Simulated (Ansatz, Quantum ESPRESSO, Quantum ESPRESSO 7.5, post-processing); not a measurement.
# Ballistic transmission: vacuum gap of 6.0 Å between two Al(111) faces

How well does the junction conduct in the ballistic limit? It is: vacuum gap of 6.0 Å between two Al(111) faces.

Method: plane-wave DFT, PBE, GBRV ultrasoft pseudopotentials (cross-check by Ansatz 0.2.0 with PAW datasets), in Quantum ESPRESSO 7.5.

This is a report of a sequence of runs, with most program output left out.

## 1. The starting structure

The cell holds 18 atoms: 18 Al. Its edges and angles: a = 2.857 Å, b = 2.857 Å, c = 45.652 Å, α = 90.0°, β = 90.0°, γ = 60.0°. It derives from Al. Regions: left lead, 9 atoms (9 Al); right lead, 9 atoms (9 Al). The structure is stacked along c, and the current runs across the ab planes.

## 2. Self-consistent run

One periodic cell holds a stretch of lead, the junction and more lead; the atoms stay as built.

Contents of scf.in:

```
&control
  prefix = 'scf'
  outdir = './out'
  pseudo_dir = './pseudo'
  calculation = 'scf'
  tprnfor = .true.
/
&system
  ibrav = 0
  nat = 18
  ntyp = 1
  ecutwfc = 40
  ecutrho = 200
  occupations = 'smearing'
  smearing = 'mv'
  degauss = 0.01
/
&electrons
  conv_thr = 1e-07
  mixing_beta = 0.25
  electron_maxstep = 120
  mixing_mode = 'local-TF'
/
ATOMIC_SPECIES
  Al  26.9815  al_pbe_v1.uspp.F.UPF
CELL_PARAMETERS angstrom
  2.85671139599365 0.00000000000000 0.00000000000000
  1.42835569799683 2.47398464021101 0.00000000000000
  0.00000000000000 0.00000000000000 45.65241648794350
ATOMIC_POSITIONS crystal
  Al  0.000000000000 0.000000000000 0.000000000000
  Al  0.333333333000 0.333333333000 0.051092478054
  Al  0.666666667000 0.666666667000 0.102184956108
  Al  0.000000000000 0.000000000000 0.153277434162
  Al  0.333333333000 0.333333333000 0.204369912216
  Al  0.666666667000 0.666666667000 0.255462390270
  Al  0.000000000000 0.000000000000 0.306554868324
  Al  0.333333333000 0.333333333000 0.357647346379
  Al  0.666666667000 0.666666667000 0.408739824433
  Al  0.000000000000 0.000000000000 0.540167697513
  Al  0.333333333000 0.333333333000 0.591260175567
  Al  0.666666667000 0.666666667000 0.642352653621
  Al  0.000000000000 0.000000000000 0.693445131676
  Al  0.333333333000 0.333333333000 0.744537609730
  Al  0.666666667000 0.666666667000 0.795630087784
  Al  0.000000000000 0.000000000000 0.846722565838
  Al  0.333333333000 0.333333333000 0.897815043892
  Al  0.666666667000 0.666666667000 0.948907521946
K_POINTS automatic
  10 10 1 0 0 0
```

Run with:

```console
OMP_NUM_THREADS=1 mpirun -n 2 pw.x -nk 2 -in scf.in > scf.out
```

It took 7.3 min on 2 MPI ranks of Arm Neoverse N1, shared host; peak memory 0.43 GiB; 15 min of CPU time.

Numbers from this step:

```
free energy  : -1641.6195 eV
Fermi energy : 7.155 eV
```

The program's own clock; routines nest. Time by routine:

| routine | wall time (s) | calls |
| --- | --- | --- |
| PWSCF | 438.9 | 1 |
| electrons | 430.6 | 1 |
| c_bands | 333.6 | 56 |
| cegterg | 297.4 | 392 |
| h_psi | 245.1 | 995 |
| fftw | 217.5 | 65318 |
| vloc_psi | 193.8 | 995 |
| sum_band | 67.97 | 56 |
| calbec | 38.2 | 1415 |
| h_psi:calbec | 25.44 | 995 |
| add_vuspsi | 25.39 | 995 |
| s_psi | 25.25 | 995 |
| mix_rho | 13.37 | 56 |
| ffts | 8.43 | 1510 |

The run needed 56 iterations to bring the estimated error under 1e-07 Ry; the largest force on any atom, held or free, is 0.12 eV/Å.

## 3. The open system

prefixt takes both regions from one run: the lead from 0 to bdl, the scattering region from bdl to bds (units of alat). ikind = 1 puts the same lead on both sides. The program's T_tot counts both spins in a run without spin; the tables below give T per spin.

Contents of cond.in:

```
&inputcond
  outdir = './out'
  prefixt = 'scf'
  tran_file = 'cond.dat'
  bdl = 2.4494897419
  bds = 15.9807590483
  ikind = 1
  ewind = 4.0
  epsproj = 1e-05
  nz1 = 7
  energy0 = 0.4
  denergy = -0.4
/
14
  0.00000000 0.00000000 0.01000000
  0.00000000 0.10000000 0.06000000
  0.00000000 0.20000000 0.06000000
  0.00000000 0.30000000 0.06000000
  0.00000000 0.40000000 0.06000000
  0.00000000 0.50000000 0.03000000
  0.10000000 0.20000000 0.06000000
  0.10000000 0.30000000 0.12000000
  0.10000000 0.40000000 0.12000000
  0.10000000 0.50000000 0.12000000
  0.20000000 0.40000000 0.06000000
  0.20000000 0.50000000 0.12000000
  0.20000000 0.60000000 0.06000000
  0.30000000 0.60000000 0.06000000
3
```

Run with:

```console
OMP_NUM_THREADS=1 mpirun -n 2 pwcond.x -in cond.in > cond.out
```

It took 2 min on 2 MPI ranks; peak memory 0.14 GiB.

This step gave:

```
lead channels at the Fermi level, one spin : 1.51
transmission at the Fermi level, one spin  : 0.01187
conductance                                : 0.01187 G₀
```

Per spin; mean over the k mesh across the current. The open channels, zone mean by energy, zero at the Fermi level:

| energy (eV) | open channels, zone mean |
| --- | --- |
| -0.400 | 1.33 |
| 0.000 | 1.51 |
| 0.400 | 1.51 |

Per spin; mean over the k mesh across the current. Transmission, zone mean against energy, zero at the Fermi level:

| energy (eV) | transmission, zone mean |
| --- | --- |
| -0.400 | 0.00882 |
| 0.000 | 0.0119 |
| 0.400 | 0.0173 |

At 0.000 eV; k in fractions of b1, b2. Transmission by k point:

| k1 | k2 | weight | t | channels |
| --- | --- | --- | --- | --- |
| 0 | 0 | 0.01 | 0.06862 | 1 |
| 0 | 0.1 | 0.06 | 0.05544 | 1 |
| 0 | 0.2 | 0.06 | 0.02929 | 1 |
| 0 | 0.3 | 0.06 | 0.01217 | 1 |
| 0 | 0.4 | 0.06 | 0.002131 | 2 |
| 0 | 0.5 | 0.03 | 8.38e-4 | 2 |
| 0.1 | 0.2 | 0.06 | 0.03615 | 1 |
| 0.1 | 0.3 | 0.12 | 0.01588 | 1 |
| 0.1 | 0.4 | 0.12 | 0.004212 | 2 |
| 0.1 | 0.5 | 0.12 | 2.44e-4 | 2 |
| 0.2 | 0.4 | 0.06 | 0.00593 | 1 |
| 0.2 | 0.5 | 0.12 | 0.001828 | 2 |
| 0.2 | 0.6 | 0.06 | 4.92e-4 | 3 |
| 0.3 | 0.6 | 0.06 | 0 | 0 |

The program's own clock; routines nest. Time by routine:

| routine | wall time (s) | calls |
| --- | --- | --- |
| PWCOND | 119.7 | 1 |
| scatter_forw | 101.7 | 84 |
| local | 12.15 | 14 |
| compbs | 4.06 | 42 |
| compbs_2 | 3.43 | 42 |
| init | 0.59 | 1 |
| poten | 0.11 | 1 |

At no point does T exceed the number of channels.

## 4. The open system, with nz1 = 11

A sensitivity test on the input.

cond.w.in, as its differences from the input of step 3:

```diff
@@ -3,3 +3,3 @@
   prefixt = 'scf'
-  tran_file = 'cond.dat'
+  tran_file = 'cond.w.dat'
   bdl = 2.4494897419
@@ -9,3 +9,3 @@
   epsproj = 1e-05
-  nz1 = 7
+  nz1 = 11
   energy0 = 0.4
```

Run with:

```console
OMP_NUM_THREADS=1 mpirun -n 2 pwcond.x -in cond.w.in > cond.w.out
```

Elapsed: 2.2 min, on 2 MPI ranks; peak memory 0.14 GiB; 4.5 min of CPU time.

Beside the run it was changed from:

| quantity | this run | unchanged run | difference |
| --- | --- | --- | --- |
| transmission at the Fermi level, one spin | 0.01187 | 0.01187 | -3.1e-7 |
| lead channels at the Fermi level, one spin | 1.51 | 1.51 | 0 |
| wall time (s) | 135 | 120 |  |

Over all energies T moves by up to 4.1e-7, at -0.4 eV.

The physical values in this table stay within 0.05 %.

## 5. Transmission with pwcond.x, with ewind, epsproj = [0.1, 0.1]

Another try, with an input changed as a hurried user might.

cond.bad.in, as its differences from the input of step 3:

```diff
@@ -3,3 +3,3 @@
   prefixt = 'scf'
-  tran_file = 'cond.dat'
+  tran_file = 'cond.bad.dat'
   bdl = 2.4494897419
@@ -7,4 +7,4 @@
   ikind = 1
-  ewind = 4.0
-  epsproj = 1e-05
+  ewind = 0.1
+  epsproj = 0.1
   nz1 = 7
```

Run with:

```console
OMP_NUM_THREADS=1 mpirun -n 2 pwcond.x -in cond.bad.in > cond.bad.out
```

Wall time 29 s (2 MPI ranks); peak memory 0.12 GiB; 58 s of CPU time.

The run finished, but its numbers are not taken as the system's. The fault: a window of plane waves far too small, with a loose projection threshold.

Beside the run it was changed from:

| quantity | this run | unchanged run | difference |
| --- | --- | --- | --- |
| transmission at the Fermi level, one spin | 0.01069 | 0.01187 | -0.0012 |
| lead channels at the Fermi level, one spin | 1.27 | 1.51 | -0.24 |
| wall time (s) | 29 | 120 |  |

Over all energies T moves by up to 0.012, at -0.4 eV.

The physical values in this table move by up to 16 %.

## 6. The same in Ansatz

A second code with its own PAW datasets, on the same atoms.

Level of this step: plane-wave DFT, PBE, Ansatz PAW (Ansatz 0.2.0).

Contents of input.yaml:

```yaml
crystal:
  lattice:
    - [2.856711396, 0.0, 0.0]
    - [1.428355698, 2.4739846402, 0.0]
    - [0.0, 0.0, 45.6524164879]
  atoms:
    - { symbol: Al, position: [0.0, 0.0, 0.0] }
    - { symbol: Al, position: [0.333333333, 0.333333333, 0.0510924781] }
    - { symbol: Al, position: [0.666666667, 0.666666667, 0.1021849561] }
    - { symbol: Al, position: [0.0, 0.0, 0.1532774342] }
    - { symbol: Al, position: [0.333333333, 0.333333333, 0.2043699122] }
    - { symbol: Al, position: [0.666666667, 0.666666667, 0.2554623903] }
    - { symbol: Al, position: [0.0, 0.0, 0.3065548683] }
    - { symbol: Al, position: [0.333333333, 0.333333333, 0.3576473464] }
    - { symbol: Al, position: [0.666666667, 0.666666667, 0.4087398244] }
    - { symbol: Al, position: [0.0, 0.0, 0.5401676975] }
    - { symbol: Al, position: [0.333333333, 0.333333333, 0.5912601756] }
    - { symbol: Al, position: [0.666666667, 0.666666667, 0.6423526536] }
    - { symbol: Al, position: [0.0, 0.0, 0.6934451317] }
    - { symbol: Al, position: [0.333333333, 0.333333333, 0.7445376097] }
    - { symbol: Al, position: [0.666666667, 0.666666667, 0.7956300878] }
    - { symbol: Al, position: [0.0, 0.0, 0.8467225658] }
    - { symbol: Al, position: [0.333333333, 0.333333333, 0.8978150439] }
    - { symbol: Al, position: [0.666666667, 0.666666667, 0.9489075219] }
kpoints:
  mp_grid: { grid: [10, 10, 1] }
hamiltonian:
  xc: pbe
scf:
  occupations: { method: fermi_dirac, width: 0.1 }
  convergence: { dr2_threshold: 1.0e-08 }
output:
  transmission: { leads: [[0, 3]], e_range: [-0.4, 0.4], de: 0.4, kmesh: [10, 10] }
  write_potential: true
  write_density: true
  volumetric_format: npy
```

Run with:

```console
ansatz run input.yaml --threads 2 --pin off --max-ram 4096MiB --backend cpu --events-out ev --progress --plain --runs-dir out
```

Elapsed: 31 s, on 2 threads; peak memory 0.59 GiB.

Read from the output:

```
free energy                                  : -9674.3795 eV
energy at zero smearing                      : -9674.2455 eV
smearing term TS                             : 0.2678 eV
Fermi energy                                 : 7.086 eV
symmetry operations                          : 12
transmission at the Fermi level, one spin    : 0.01110
step of the lead's Hamiltonian over a period : 12.4 meV
```

Per spin; mean over the k mesh across the current. Table of transmission, zone mean by energy, zero at the Fermi level:

| energy (eV) | transmission, zone mean |
| --- | --- |
| -0.400 | 0.00883 |
| 0.000 | 0.0111 |
| 0.400 | 0.0161 |

Per spin; mean over the k mesh across the current. Table of open channels, zone mean by energy, zero at the Fermi level:

| energy (eV) | open channels, zone mean |
| --- | --- |
| -0.400 | 1.39 |
| 0.000 | 1.51 |
| 0.400 | 1.39 |

Ansatz finds T = 0.0111 against pwcond's 0.0119.

## 7. All levels side by side

All levels:

| step | T at the Fermi level (per spin) | conductance (G0) | r.m.s. T(E) from the first | CPU time of the step (s) | peak memory (GiB) |
| --- | --- | --- | --- | --- | --- |
| Ansatz | 0.0111 | - | 0 | 58.21 | 0.587 |
| pwcond | 0.01187 | 0.01187 | 7.90e-4 | 240.4 | 0.14 |
| pwcond, changed setting | 0.01187 | 0.01187 | 7.90e-4 | 269.3 | 0.14 |

Per spin; mean over the k mesh across the current. Transmission, zone mean against energy, zero at the Fermi level:

| energy (eV) | Ansatz | pwcond | pwcond, changed setting |
| --- | --- | --- | --- |
| -0.400 | 0.00883 | 0.00882 | 0.00882 |
| 0.000 | 0.0111 | 0.0119 | 0.0119 |
| 0.400 | 0.0161 | 0.0173 | 0.0173 |

## 8. The arithmetic

The Landauer sum over the mesh, Σ w T = 0.0600 × 0.0554 + 0.0600 × 0.0361 + 0.1200 × 0.0159 + … = 0.01187.

G = 0.0119 × 77.48 µS = 0.919 µS a cell. Times the area of 7.067 Å², the resistance-area product is A/G = 76.9 fΩ m², the leads' contact resistance included.

Free electrons at 3 an atom (3 atoms in 49.5 Å³) have k_F = 1.753 1/Å and offer A k_F²/4π = 1.73 channels per spin; the lead has 1.51 on this mesh.

## 9. What came out

| Property | Result |
| --- | --- |
| conductance from T at the Fermi level, a cell (G₀ = 2e²/h) | 0.0119 G₀ |
| conductance per area | 13.0 S/μm² |
| lead channels per spin | 1.51 |
| the same conductance by Ansatz | 0.0111 G₀ |

**Reading.** The junction conducts 0.0119 G₀ a cell at the Fermi level (PBE, GBRV ultrasoft). At the Fermi level the junction passes 0.79 % of what the leads offer, the tunnelling regime. At the Fermi level pwcond and Ansatz differ by 6.9 %. Points with over 2.5 times the mean carry 52 % of T, so the mean leans on few points, and the mesh was not tested. Over -0.4 to 0.4 eV, T lies between 0.0088 and 0.017 per spin. The geometry is as built, not relaxed, and the leads are short. Semilocal functionals lack the image potential in a vacuum gap.

[Logs are printed without paths, hosts, clocks, repeated set-up lines and the standing remarks that a program may print on its own settings, such as how far it seeks lower states.]

[Hosts, paths, dates, database ids (printed as entryN), source tags and the programs' standing remarks are cut or masked in the printed files.]

[Maps of the electrostatic potential energy from Ansatz leave out the sawtooth potential of an applied field or a dipole correction, so their vacuum need not be flat; planar profiles and work functions include it.]
